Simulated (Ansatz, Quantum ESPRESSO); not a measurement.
# W(110), 5 layers against a metal electrode: the electrode's level over the Fermi level at a withheld member of a series

Method. Quantum ESPRESSO 7.5, PBE, GBRV ultrasoft. The slab is relaxed neutral, then held. ESM with bc3: vacuum below and a metal electrode about 6 Å above the top atoms. Cold smearing of 0.02 Ry. Charges are set per cell from the starting area. The slabs take the lattice constants of the bulk relaxed by the same program. The series steps the charge of the slab (positive: electrons removed).

| charge of the slab | electrode's level over the Fermi level (eV) |
| --- | --- |
| 1 ×10¹³ e/cm² | 5.522 |
| 2 ×10¹³ e/cm² | 6.268 |
| 3 ×10¹³ e/cm² | 7.021 |
| 4.5 ×10¹³ e/cm² | 8.160 |
| 6 ×10¹³ e/cm² | 9.312 |
| 7 ×10¹³ e/cm² | 10.085 |

**Question.** What is the electrode's level over the Fermi level at 8 ×10¹³ e/cm²?

**Fit.** The rows at 6 ×10¹³ e/cm² and 7 ×10¹³ e/cm² give a slope of (10.085 − (9.312))/(7 − (6)) = 0.773, so a straight line gives 10.858 eV. A parabola through these and the row at 4.5 ×10¹³ e/cm² gives 10.862 eV.

What the calculation gave: 10.861 eV. The line misses by −0.003 and the parabola by +0.001 eV. Both misses are under 5 % of the step from the nearer row.

Caveats: Vacuum fills the gap; ions don't answer the charge; added electrons can spill towards the electrode at the most negative charges. Charges count on the starting cell, which the relaxation changed by some per cent. Members without a usable value, or on the other side of zero field or charge, are not listed.
